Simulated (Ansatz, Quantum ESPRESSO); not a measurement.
# Ba2C (Fm-3m): zone-centre phonons, part 2 of 3

Wanted: the vibrations of Ba2C (Fm-3m) at Γ, by two programs.

Quantum ESPRESSO 7.5; DFT LDA, scalar-relativistic, plane waves, PseudoDojo norm-conserving pseudopotentials.

So far. Step 2 (A probe with smearing): No gap opens on this mesh, so smearing is kept; the start stands at -7.2 GPa. Step 4 (Self-consistent run for the response): The cell stands at -0.078 GPa, close enough for phonons. The relaxed cell has a = 6.846 Å (conventional setting).

The structure was built from a prototype and need not be the compound's stable phase.

### Step 5. Zone-centre response

At q = 0 one unit cell holds all displacements; symmetry groups them into irreducible representations that are solved one by one. With smeared occupations no response to a homogeneous field can be asked.

Input file ph.in:

```
phonons
 &inputph
    prefix='x',
    outdir='./tmp',
    fildyn='g.dyn',
    tr2_ph=1.0d-18,
    alpha_mix(1)=0.4,
    nmix_ph=8,
 /
0.000000000 0.000000000 0.000000000
```

Started as:

```
OMP_NUM_THREADS=1 mpirun -n 4 ph.x -nk 4 -in ph.in > ph.out
```

Output:

```text
[banners, grids, parts of the stress and lines that vanish by symmetry left out]
[banner, memory and clock lines left out]
Program PHONON v.7.5

     ./tmp/x.save/

     IMPORTANT: XC functional enforced from input :
     Exchange-correlation= PW
                           (   1   4   0   0   0   0   0)
     Any further DFT definition will be discarded
     Please, verify this is what you really want

     G-vector sticks info

     Reading collected, re-writing distributed wavefunctions in ./tmp/

     Number and degeneracy of irreps per q-point
       N         xq(1)         xq(2)         xq(3)   N irreps
       1   0.000000000   0.000000000   0.000000000       3
        3   3   3

     Calculation of q =    0.0000000   0.0000000   0.0000000

     phonons

     bravais-lattice index     =            0
     lattice parameter (alat)  =       9.1475  a.u.
     unit-cell volume          =     541.2449 (a.u.)^3
     number of atoms/cell      =            3
     number of atomic types    =            2
     kinetic-energy cut-off    =      74.0000  Ry
     charge density cut-off    =     296.0000  Ry
     convergence threshold     =      1.0E-18
     beta                      =       0.4000
     number of iterations used =            8
     Exchange-correlation= PW
                           (   1   4   0   0   0   0   0)

     celldm(1)=    9.14751  celldm(2)=    0.00000  celldm(3)=    0.00000
     celldm(4)=    0.00000  celldm(5)=    0.00000  celldm(6)=    0.00000

     crystal axes: (cart. coord. in units of alat)
               a(1) = ( -0.7071  0.0000  0.7071 )
               a(2) = (  0.0000  0.7071  0.7071 )
               a(3) = ( -0.7071  0.7071  0.0000 )

     reciprocal axes: (cart. coord. in units 2 pi/alat)
               b(1) = ( -0.7071 -0.7071  0.7071 )
               b(2) = (  0.7071  0.7071  0.7071 )
               b(3) = ( -0.7071  0.7071 -0.7071 )

     Atoms inside the unit cell:

     Cartesian axes

     site n.  atom      mass           positions (alat units)
        1  Ba    137.3270   tau(    1) = (   -1.06066    1.06066    1.06066  )
        2  Ba    137.3270   tau(    2) = (   -0.35355    0.35355    0.35355  )
        3  C      12.0110   tau(    3) = (    0.00000    0.00000    0.00000  )

     Computing dynamical matrix for
                    q = (   0.0000000   0.0000000   0.0000000 )

     49 Sym.Ops. (with q -> -q+G )

     G cutoff =  627.3904  (  46367 G-vectors)     FFT grid: ( 54, 54, 54)

     number of k points=    29  Marzari-Vanderbilt smearing, width (Ry)=  0.0200
                       cart. coord. in units 2pi/alat
        k(    1) = (   0.0000000   0.0000000   0.0000000), wk =   0.0039062
        k(    2) = (  -0.0883883   0.0883883  -0.0883883), wk =   0.0312500
        k(    3) = (  -0.1767767   0.1767767  -0.1767767), wk =   0.0312500
        [... further k-points left out ...]

     PseudoPot. # 1 for Ba read from file:
     ./pseudo/Ba.upf
     Pseudo is Norm-conserving + core correction, Zval = 10.0
     Using radial grid of 1912 points,  6 beta functions with:
                l(1) =   0
                l(2) =   0
                l(3) =   1
                l(4) =   1
                l(5) =   2
                l(6) =   2

     PseudoPot. # 2 for C  read from file:
     ./pseudo/C.upf
     Pseudo is Norm-conserving + core correction, Zval =  4.0
     Using radial grid of 1234 points,  4 beta functions with:
                l(1) =   0
                l(2) =   0
                l(3) =   1
                l(4) =   1

     Mode symmetry, O_h (m-3m)  point group:

     Atomic displacements:
     There are    3 irreducible representations

     Representation     1      3 modes -  To be done

     Representation     2      3 modes -  To be done

     Representation     3      3 modes -  To be done

     Alpha used in Ewald sum =   2.8000

     Representation #   1 modes #   1   2   3

     Self-consistent Calculation
      thresh= 1.000E-02 alpha_mix =  0.400 |ddv_scf|^2 =  2.314E-07
      thresh= 4.811E-05 alpha_mix =  0.400 |ddv_scf|^2 =  4.757E-09
      thresh= 6.897E-06 alpha_mix =  0.400 |ddv_scf|^2 =  2.706E-10
      thresh= 1.645E-06 alpha_mix =  0.400 |ddv_scf|^2 =  1.440E-12
      thresh= 1.200E-07 alpha_mix =  0.400 |ddv_scf|^2 =  7.984E-14
      thresh= 2.826E-08 alpha_mix =  0.400 |ddv_scf|^2 =  3.892E-15
      thresh= 6.238E-09 alpha_mix =  0.400 |ddv_scf|^2 =  2.421E-17
      thresh= 4.920E-10 alpha_mix =  0.400 |ddv_scf|^2 =  1.547E-18
      thresh= 1.244E-10 alpha_mix =  0.400 |ddv_scf|^2 =  7.042E-20

     End of self-consistent calculation

     Convergence has been achieved

     Representation #   2 modes #   4   5   6

     Self-consistent Calculation
      thresh= 1.000E-02 alpha_mix =  0.400 |ddv_scf|^2 =  7.019E-08
      thresh= 2.649E-05 alpha_mix =  0.400 |ddv_scf|^2 =  1.897E-09
      thresh= 4.355E-06 alpha_mix =  0.400 |ddv_scf|^2 =  6.461E-11
      thresh= 8.038E-07 alpha_mix =  0.400 |ddv_scf|^2 =  1.469E-12
      thresh= 1.212E-07 alpha_mix =  0.400 |ddv_scf|^2 =  7.702E-14
[...]
End of self-consistent calculation

     Convergence has been achieved

     Representation #   3 modes #   7   8   9

     Self-consistent Calculation
[...]
thresh= 6.616E-06 alpha_mix =  0.400 |ddv_scf|^2 =  1.956E-10
      thresh= 1.398E-06 alpha_mix =  0.400 |ddv_scf|^2 =  1.107E-11
      thresh= 3.328E-07 alpha_mix =  0.400 |ddv_scf|^2 =  1.177E-13
      thresh= 3.431E-08 alpha_mix =  0.400 |ddv_scf|^2 =  1.035E-14
      thresh= 1.017E-08 alpha_mix =  0.400 |ddv_scf|^2 =  7.382E-17
      thresh= 8.592E-10 alpha_mix =  0.400 |ddv_scf|^2 =  1.343E-18
      thresh= 1.159E-10 alpha_mix =  0.400 |ddv_scf|^2 =  1.740E-19

     End of self-consistent calculation

     Convergence has been achieved

     Number of q in the star =    1
     List of q in the star:
          1   0.000000000   0.000000000   0.000000000

     Diagonalizing the dynamical matrix

     q = (    0.000000000   0.000000000   0.000000000 )

 **************************************************************************
     freq (    1) =       0.024785 [THz] =       0.826723 [cm-1]
     freq (    2) =       0.024785 [THz] =       0.826723 [cm-1]
     freq (    3) =       0.024785 [THz] =       0.826723 [cm-1]
     freq (    4) =       2.120609 [THz] =      70.735896 [cm-1]
     freq (    5) =       2.120609 [THz] =      70.735896 [cm-1]
     freq (    6) =       2.120609 [THz] =      70.735896 [cm-1]
     freq (    7) =       7.216303 [THz] =     240.709947 [cm-1]
     freq (    8) =       7.216303 [THz] =     240.709947 [cm-1]
     freq (    9) =       7.216303 [THz] =     240.709947 [cm-1]
 **************************************************************************

     Mode symmetry, O_h (m-3m)  point group:

     freq (   1-   3) =          0.8  [cm-1]   --> T_1u G_15  G_4- I
     freq (   4-   6) =         70.7  [cm-1]   --> T_2g G_25' G_5+ R
     freq (   7-   9) =        240.7  [cm-1]   --> T_1u G_15  G_4- I
```

Elapsed: 6.4 min, on 4 MPI ranks of Arm Neoverse V2, shared host.

Numbers from this step:

- largest acoustic frequency at the zone centre before the sum rule: 0.83 cm⁻¹
- highest optical zone-centre mode (no LO-TO term): 240.7 cm⁻¹
- lowest optical zone-centre mode: 70.74 cm⁻¹

Optical modes; normalised displacements of the dynamical-matrix file. The modes at Γ (shares of kinetic energy by element, %):

| mode | frequency (cm⁻¹) | symmetry | Ba % | C % |
| --- | --- | --- | --- | --- |
| 1 | 70.7 | T2g | 100 | 0 |
| 2 | 70.7 | T2g | 100 | 0 |
| 3 | 70.7 | T2g | 100 | 0 |
| 4 | 240.7 | T1u | 4 | 96 |
| 5 | 240.7 | T1u | 4 | 96 |
| 6 | 240.7 | T1u | 4 | 96 |

Displacements in mode 1 (70.7 cm⁻¹), the largest set to 1:
```
Ba1 -0.06  0.15  1.00
Ba2  0.06 -0.15 -1.00
C3   0.00  0.00  0.00
```

Displacements in mode 5 (240.7 cm⁻¹), the largest set to 1:
```
Ba1 -0.04  0.01  0.00
Ba2 -0.04  0.01  0.00
C3   1.00 -0.32  0.00
```

The acoustic modes at Γ come out as far as 0.8 cm⁻¹ from zero, where they should vanish, a small numerical error.

### Step 6. Modes with the sum rule

A rigid shift of the crystal must cost nothing, but grids and finite bases break this; the acoustic sum rule is imposed before the matrix is diagonalised again.

Input file dynmat.in:

```
 &input
    fildyn='g.dyn',
    asr='simple',
 /
```

Started as:

```
dynmat.x -in dynmat.in > dynmat.out
```

Output:

```text
[banner, memory and clock lines left out]
Program DYNMAT v.7.5

     Reading Dynamical Matrix from file g.dyn
     ...Force constants read
     ...epsilon and Z* not read (not found on file)
     A direction for q was not specified:TO-LO splitting will be absent

     Polarizability (A^3 units)
     multiply by 1.000000 for Clausius-Mossotti correction
         0.000000    0.000000    0.000000
         0.000000    0.000000    0.000000
         0.000000    0.000000    0.000000

     IR activities are in (D/A)^2/amu units

# mode   [cm-1]    [THz]      IR
    1     -0.00   -0.0000    0.0000
    2      0.00    0.0000    0.0000
    3      0.00    0.0000    0.0000
    4     70.73    2.1205    0.0000
    5     70.73    2.1205    0.0000
    6     70.73    2.1205    0.0000
    7    240.70    7.2161    0.0000
    8    240.70    7.2161    0.0000
    9    240.70    7.2161    0.0000

cm-1]
[end of the log left out, with the tail of the file of modes that dynmat.x writes under the same name]
```

Elapsed: 0.47 s, on 1 thread.

Numbers from this step:

| Item | Value |
| --- | --- |
| lowest optical zone-centre mode | 70.73 cm⁻¹ |

Zone-centre frequencies as printed; negative means imaginary. Modes:

| mode | frequency (cm⁻¹) |
| --- | --- |
| 1 | 0 |
| 2 | 0 |
| 3 | 0 |
| 4 | 70.73 |
| 5 | 70.73 |
| 6 | 70.73 |
| 7 | 240.7 |
| 8 | 240.7 |
| 9 | 240.7 |

The rule moves no optical mode by more than 0.1 cm⁻¹.

### Step 7. Sum rules set otherwise: a sum rule for molecules or wires on a crystal

This rule also removes rotations, which suits wires and not a crystal; it is tried to see the harm.

Input file dynmat.in:

```
 &input
    fildyn='g.dyn',
    asr='one-dim',
 /
```

Started as:

```
dynmat.x -in dynmat.in > dynmat.out
```

Output:

```text
[banner, memory and clock lines left out]
Program DYNMAT v.7.5

     Reading Dynamical Matrix from file g.dyn
     ...Force constants read
     ...epsilon and Z* not read (not found on file)
asr rotation axis in 1D system=    3
     Acoustic Sum Rule: || Z*(ASR) - Z*(orig)|| =    0.000000E+00
     Acoustic Sum Rule: ||dyn(ASR) - dyn(orig)||=    6.760945E-02
     A direction for q was not specified:TO-LO splitting will be absent

     Polarizability (A^3 units)
     multiply by 1.000000 for Clausius-Mossotti correction
         0.000000    0.000000    0.000000
         0.000000    0.000000    0.000000
         0.000000    0.000000    0.000000

     IR activities are in (D/A)^2/amu units

# mode   [cm-1]    [THz]      IR
    1     -0.00   -0.0000    0.0000
    2     -0.00   -0.0000    0.0000
    3     -0.00   -0.0000    0.0000
    4      0.00    0.0000    0.0000
    5     70.74    2.1206    0.0000
    6     70.74    2.1206    0.0000
    7    154.30    4.6258    0.0000
    8    240.71    7.2163    0.0000
    9    240.71    7.2163    0.0000

[end of the log left out, with the tail of the file of modes that dynmat.x writes under the same name]
```

It took 0.47 s on 1 thread.

The program raised no error, yet the settings are not those of a careful run.

The fault: a sum rule for molecules or wires on a crystal; 1 optical mode is projected out to zero frequency, as if it were a rotation.

For a crystal the rule has to be 'simple' or 'crystal'.

Zone-centre frequencies as printed; negative means imaginary. Modes:

| mode | frequency (cm⁻¹) |
| --- | --- |
| 1 | 0 |
| 2 | 0 |
| 3 | 0 |
| 4 | 0 |
| 5 | 70.74 |
| 6 | 70.74 |
| 7 | 154.3 |
| 8 | 240.7 |
| 9 | 240.7 |

(Continued in part 3 of 3.)

[Host names and launcher messages were left out of these logs when they were recorded.]

[Logs are printed without paths, hosts, clocks, repeated set-up lines and the standing remarks that a program may print on its own settings, such as how far it seeks lower states.]

[Hosts, paths, dates, database ids (printed as entryN), source tags and the programs' standing remarks are cut or masked in the printed files.]
